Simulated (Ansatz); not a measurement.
## Relaxing a frame of liquid dimethylformamide from 298 K (120 atoms)

How does a frame of liquid dimethylformamide from 298 K (120 atoms) relax, and what do bonds, charges and levels look like afterwards?

Program: Ansatz 0.2.0. Level of theory: Kohn-Sham DFT, PBEsol, PAW (set soft_2), plane waves. Results are calculated unless marked as measured.

### Step 1. The structure

The cell holds 120 atoms: 30 C, 10 N, 10 O and 70 H. Cell: a = 10.872 Å, b = 10.872 Å, c = 10.872 Å, α = 90.0°, β = 90.0°, γ = 90.0°. 10 dimethylformamide placed at random, at 0.945 g/cm³; overlaps pushed apart, then 10 ps at 398 K with MMFF94 bonds, angles, torsions, charges and radii (Halgren, J. Comput. Chem. 17, 490 (1996)) in harmonic and 12-6 forms. Snapshot after 20 ps at 298 K and fixed volume. The starting density is a measured one.

What the set-up can't give: The network of contacts between molecules at the start is that of the classical potential that made the cell. The functional has no dispersion term, which matters for the binding between molecules or layers. The Brillouin zone is sampled at Γ only, in a cell whose shortest periodic width is 11 Å.

### Step 2. Single point at the start

The forces at the start show how far the geometry lies from a minimum of this functional.

input.yaml reads:

```yaml
crystal:
  lattice:
    - [10.87167, 0.0, 0.0]
    - [0.0, 10.87167, 0.0]
    - [0.0, 0.0, 10.87167]
  atoms:
    - { symbol: C, position: [0.28628, 0.5125, 0.08488] }
    - { symbol: "N", position: [0.3324, 0.5012, 0.21235] }
    - { symbol: C, position: [0.28287, 0.40045, 0.2925] }
    - { symbol: C, position: [0.42009, 0.57865, 0.25242] }
    [... 110 atom lines left out ...]
    - { symbol: H, position: [0.81406, 0.1656, 0.91785] }
    - { symbol: H, position: [0.81158, 0.28386, 0.8207] }
    - { symbol: H, position: [0.07106, 0.35552, 0.79603] }
    - { symbol: H, position: [0.1396, 0.35424, 0.94327] }
    - { symbol: H, position: [0.11591, 0.22025, 0.85375] }
    - { symbol: H, position: [0.85822, 0.22054, 0.0917] }
kpoints:
  mp_grid: { grid: [1, 1, 1] }
hamiltonian:
  xc: pbesol
scf:
  occupations: { method: fermi_dirac, width: 0.05 }
output:
  forces: true
  stress: true
  populations: true
  dos:
    method: { smearing: { sigma: 0.08 } }
    de: 0.1
    projected: { site_lists: { C: [C], H: [H], "N": ["N"], O: [O] } }
  eigenvalues: true
```

On the command line:

```
ansatz run input.yaml --threads 4 --pin off --max-ram 8192MiB --backend cpu --events-out ev --progress --plain --runs-dir out
```

It took 14 s on 4 threads of Arm Neoverse V1, shared host; peak memory 1.4 GiB; 53 s of CPU time.

Read from the output:

| Quantity | Value |
| --- | --- |
| free energy | -17894.6345 eV |
| free energy per atom | -149.1220 eV/atom |
| SCF cycles | 11 |
| pressure | 0.8107 GPa |
| r.m.s. force component | 0.8834 eV/Å |
| longest force | 4.819 eV/Å |
| Fermi energy | 1.23 eV |
| gap (highest filled to lowest empty level) | 4.13 eV |
| spilling of the projection | 0.01352 |

The r.m.s. force component of 0.88 eV/Å and the pressure of 0.81 GPa set the starting point.

Neighbours are counted within 1.34 Å (H-C), 1.79 Å (C-N), 1.68 Å (C-O).

Length of the force by element and coordination:

```
element  coordination  atoms  mean length of the force (eV/Å)  spread  least  most
      C           all     30                             1.68    1.10  0.275  4.82
      C             3     10                             1.71   0.961  0.345  3.14
      C             4     20                             1.66    1.16  0.275  4.82
      H           all     70                            0.966   0.666  0.201  3.96
      N           all     10                             2.03   0.849  0.831  3.39
      O           all     10                             1.03   0.722  0.221  2.19
```

### Step 3. Relaxation

With the cell held, the atoms are moved downhill towards a nearby minimum.

input.yaml, the sections that differ from step 2:

```yaml
output:
  forces: true
relax:
  f_tol: 0.05
  max_steps: 200
# crystal, kpoints, hamiltonian, scf: as in step 2
```

Wall time 3.3 min (4 threads); peak memory 1.3 GiB; 13 min of CPU time.

The steps of the relaxation (22 of 32):

```
step  energy less that of the first step (eV)  largest force component (eV/Å)
   1                                   0.0000                          4.7909
   2                                  -3.0623                          2.1165
   4                                  -4.2976                          0.8814
   5                                  -4.5606                          0.4317
   7                                  -4.8160                          0.4141
   8                                  -4.8895                          0.6800
  10                                  -5.0654                          0.2932
  11                                  -5.1137                          0.4072
  13                                  -5.2338                          0.1720
  14                                  -5.2721                          0.2147
  16                                  -5.3353                          0.2274
  17                                  -5.3579                          0.2443
  19                                  -5.3947                          0.2984
  20                                  -5.4077                          0.2235
  22                                  -5.4307                          0.1746
  23                                  -5.4365                          0.1455
  25                                  -5.4461                          0.0905
  26                                  -5.4485                          0.1314
  28                                  -5.4564                          0.0552
  29                                  -5.4587                          0.1255
  31                                  -5.4627                          0.0486
  32                                  -5.4627                          0.0487
```

The atoms that moved most (Å):

```
atom      dx      dy      dz  length
 H66  -0.042  -1.355  -1.920   2.350
 H71   1.207   1.257  -1.201   2.116
 H32  -1.161   0.800   1.547   2.094
 H70   0.841   0.065  -1.909   2.087
 H68  -0.352  -1.301  -1.472   1.996
O101   0.915   1.600   0.653   1.956
 H34   0.758   0.555  -1.678   1.923
 H57   0.615  -1.441   0.979   1.848
```

The relaxation changed the energy by -45.5 meV/atom, and atoms moved by 1.1 Å r.m.s., 2.4 Å at most.

### Step 4. Distances and neighbours after relaxation

Bonds before and after, by the cutoffs listed below:

```
pair  bonds before  bonds after  mean before (Å)  mean after (Å)  spread before (Å)  spread after (Å)
 H-C            70           70            1.098           1.105              0.030             0.005
 C-N            30           30            1.426           1.412              0.054             0.046
 C-O            10           10            1.225           1.237              0.017             0.002
```

Density 0.945 g/cm³, 10.71 Å³ an atom.

g(r), total and by pair (bins of 0.2 Å):

```
r (Å)  total   H-H    H-C   H-N   H-O   C-C    C-N
 1.00   0.68  0.00   2.31  0.00  0.00  0.00   0.00
 1.20   3.78  0.00  11.35  0.00  0.00  0.00   0.00
 1.40   1.10  0.00   0.00  0.00  0.00  0.00  26.50
 1.60   0.00  0.00   0.00  0.00  0.00  0.00   0.00
 1.80   1.33  3.88   0.00  0.00  0.00  0.00   0.00
 2.00   1.03  0.24   0.00  8.05  1.70  0.00   0.00
 2.20   0.65  0.36   0.00  3.72  0.29  0.00   0.00
 2.40   0.93  0.39   0.40  0.00  3.34  5.70   0.00
 2.60   0.84  1.20   1.00  0.00  1.41  0.00   0.00
 2.80   0.86  0.87   1.32  0.09  0.84  0.00   0.00
 3.00   0.60  0.79   0.75  0.24  0.88  0.00   0.00
 3.20   0.81  0.84   1.55  0.29  0.28  0.00   0.00
 3.40   0.95  0.78   1.56  0.57  0.75  0.00   0.00
 3.60   1.04  1.01   1.00  0.50  1.51  0.70   0.26
 3.80   1.11  1.40   0.85  0.75  1.48  1.33   0.60
 4.00   0.93  1.04   0.68  0.96  1.23  1.14   0.86
 4.20   1.04  1.13   0.73  0.86  2.01  1.21   0.47
 4.40   1.08  1.18   0.96  1.28  1.12  1.46   0.43
 4.60   1.06  0.94   1.03  1.70  0.46  1.17   1.75
 4.80   1.04  0.87   1.29  1.14  0.67  1.14   2.00
 5.00   0.90  0.78   1.06  0.91  0.50  0.77   1.49
 5.20   0.98  0.92   1.07  0.86  0.92  0.88   1.27
```

Bonds by pair of elements; cutoffs follow the first minimum of g(r), held within bounds set by covalent radii, and pairs that aren't listed don't count as bonded:

```
pair A-B  cutoff (Å)  bonds  mean length (Å)  spread (Å)  shortest (Å)  B about A  A about B
     H-C        1.34     70             1.10       0.005          1.10          1       2.33
     C-N        1.79     30             1.41       0.046          1.34          1          3
     C-O        1.62     10             1.24       0.002          1.23      0.333          1
```

How many atoms have how many bonded neighbours:

```
element  mean   1   3   4
      C  3.67   0  10  20
      H     1  70   0   0
      N     3   0  10   0
      O     1  10   0   0
```

Bond angles, per cent of each kind in bins of 5°:

```
angle (°)  H-C-N  H-C-H  C-N-C  H-C-O  N-C-O
  105–110   38.6   83.3    0.0    0.0    0.0
  110–115   61.4   16.7    0.0    0.0    0.0
  115–120    0.0    0.0   33.3    0.0    0.0
  120–125    0.0    0.0   66.7  100.0   10.0
  125–130    0.0    0.0    0.0    0.0   90.0
```

Bond angles (no mean is given where the spread exceeds 20°):

```
angle  count  mean (°)  spread (°)
H-C-N     70       110         1.1
H-C-H     60       109         0.9
C-N-C     30       120         1.7
H-C-O     10       123         0.3
N-C-O     10       125         0.2
```

Bond length by coordination (bonds to H left out):

```
element  coordination  atoms  mean bond length (Å)
      C             3     10                  1.29
      C             4     20                  1.44
```

First main peaks of g(r), for some of the pairs, lie near 1.8 Å (H-H), 1.1 Å (H-C), 2.1 Å (H-N), 2.4 Å (C-C) and 1.4 Å (C-N). With the cutoffs above, 67 % of C atoms have 4, all H atoms have 1, all N atoms have 3 and all O atoms have 1 bonded neighbour. The H-C-N angle averages 110° with a spread of 1.1°.

### Step 5. Single point at the relaxed geometry

One more single point at the end of the walk gives the fuller output and checks the residual forces.

input.yaml reads:

```yaml
crystal:
  lattice:
    - [10.87167, 0.0, 0.0]
    - [0.0, 10.87167, 0.0]
    - [0.0, 0.0, 10.87167]
  atoms:
    - { symbol: C, position: [0.24127, 0.51449, 0.10415] }
    - { symbol: "N", position: [0.3226, 0.49665, 0.20758] }
    - { symbol: C, position: [0.3458, 0.3717, 0.24623] }
    - { symbol: C, position: [0.37585, 0.59289, 0.2649] }
    [... 110 atom lines left out ...]
    - { symbol: H, position: [0.77468, 0.15851, 0.97298] }
    - { symbol: H, position: [0.83086, 0.22683, 0.83193] }
    - { symbol: H, position: [0.04259, 0.32821, 0.84298] }
    - { symbol: H, position: [0.13415, 0.28824, 0.9758] }
    - { symbol: H, position: [0.09898, 0.17507, 0.859] }
    - { symbol: H, position: [0.85561, 0.21428, 0.13786] }
kpoints:
  mp_grid: { grid: [1, 1, 1] }
hamiltonian:
  xc: pbesol
scf:
  occupations: { method: fermi_dirac, width: 0.05 }
output:
  forces: true
  stress: true
  populations: true
  dos:
    method: { smearing: { sigma: 0.15 } }
    de: 0.1
    projected: { site_lists: { C: [C], H: [H], "N": ["N"], O: [O] } }
  eigenvalues: true
  write_density: true
  write_potential: true
  volumetric_format: npy
  elf: true
```

Elapsed: 14 s, on 4 threads; peak memory 1.4 GiB.

The program notes that the exchange-correlation potential is rough where the density is thin.

The run gave:

```yaml
free_energy: -17900.0972 eV
free_energy_per_atom: -149.1675 eV/atom
scf_cycles: 10
pressure: -0.06006 GPa
r_m_s_force_component: 0.01135 eV/Å
longest_force: 0.05472 eV/Å
fermi_energy: 1.262 eV
spacing_of_highest_filled_and_lowest_empty_level: 4.534 eV
spilling_of_the_projection: 0.01335
```

Löwdin charges by element and coordination (they lack the spilled electrons, 0.033 e an atom on average):

```
element  coordination  atoms  mean charge (e)  spread    least     most
      C           all     30           -0.151   0.307   -0.383    0.289
      C             3     10            0.282  0.0051    0.270    0.289
      C             4     20           -0.368  0.0089   -0.383   -0.350
      H           all     70            0.196  0.0194    0.144    0.221
      N           all     10            -0.05  0.0048  -0.0573  -0.0422
      O           all     10           -0.466  0.0058   -0.476   -0.456
```

Density of states as counts of states in windows of 1 eV (from the Fermi level), total and the larger projections:

```
from (eV)  to (eV)  total   C p   H s   O p  N p  C s
      -14      -13   12.3   1.4   2.3   0.1  3.5  4.2
      -13      -11    0.0   0.0   0.0   0.0  0.0  0.0
      -11      -10   20.0   6.3   5.9   0.6  1.3  3.6
      -10       -9   19.2   9.2   3.9   1.3  3.4  1.0
       -9       -8   33.2  13.7   5.2   4.3  7.3  0.7
       -8       -7    9.6   3.6   1.5   1.8  1.7  0.2
       -7       -6   56.5  27.8  14.7   9.1  2.8  0.3
       -6       -5   41.5  21.5   9.8   7.7  1.5  0.1
       -5       -4    0.0   0.0   0.0   0.0  0.0  0.0
       -4       -3    1.9   0.1   0.2   1.3  0.2  0.0
       -3       -2   38.0   2.1   4.7  20.4  9.8  0.1
       -2        2    0.0   0.0   0.0   0.0  0.0  0.0
        2        3   22.0   9.8   2.4   3.9  2.7  0.7
        3        4   13.9   2.1   3.9   0.2  0.4  1.6
        4        5   26.1   4.3   7.2   0.3  0.6  2.3
```

Between -23 and -14 eV lie 68 more states.

The levels nearest the highest filled one (over half full), pooled over k-points and spins:

```
level less the highest filled one (eV)  occupation
                                -0.216           2
                                -0.200           2
                                -0.161           2
                                -0.059           2
                               -0.0396           2
                                     0           2
                                  4.53           0
                                  4.61           0
                                  4.63           0
                                  4.70           0
                                  4.75           0
                                  4.78           0
```

Mean Löwdin charges: C -0.15, H +0.20, N -0.05, O -0.47 e (they miss 1.3 % of the electrons, so they add up to more than the cell's charge). The largest share in the top eV of filled states is O p (55 % of the projected weight), and in the lowest eV of empty states C p (48 % of the projected weight).

### Step 6. Summary of results

* energy change in the relaxation: -45.52 meV/atom
* r.m.s. displacement: 1.051 Å
* largest displacement: 2.35 Å
* free energy per atom: -149.1675 eV/atom
* pressure: -0.06006 GPa
* r.m.s. force component: 0.01135 eV/Å
* gap (highest filled to lowest empty level): 4.534 eV
* wall time of the 3 DFT runs: 3.8 min

What this shows: Relaxation lowers the energy by 45.5 meV/atom and moves atoms by 1.1 Å r.m.s.; the r.m.s. force component goes from 0.88 to 0.011 eV/Å, the pressure goes from 0.81 to -0.060 GPa, and the gap from 4.13 to 4.53 eV. By the final cutoffs no bond was broken or made. First to last step the energy falls by 5.463 eV; the largest move, 2.35 Å, is that of H66. The C-N bonds go from 1.426 Å (spread 0.054) to 1.412 Å (spread 0.046). With the cutoffs above, 67 % of C atoms have 4, all H atoms have 1, all N atoms have 3 and all O atoms have 1 bonded neighbour. The highest filled and lowest empty levels differ by 4.53 eV (at Γ alone); a semilocal functional tends to put such gaps too low. In a disordered cell it changes from sample to sample and from frame to frame.

Caveats: The network of contacts between molecules at the start is that of the classical potential that made the cell; in DFT atoms moved by 1.1 Å r.m.s.

[Logs are printed without paths, hosts, clocks, repeated set-up lines and the standing remarks that a program may print on its own settings, such as how far it seeks lower states.]

[Hosts, paths, dates, database ids (printed as entryN), source tags and the programs' standing remarks are cut or masked in the printed files.]

[The MMFF94 radii named for the starting cell were scaled by 0.96; in molecules described by MMFF94, hydrogen bound to N, O or S took a small fixed 12-6 site in their place.]
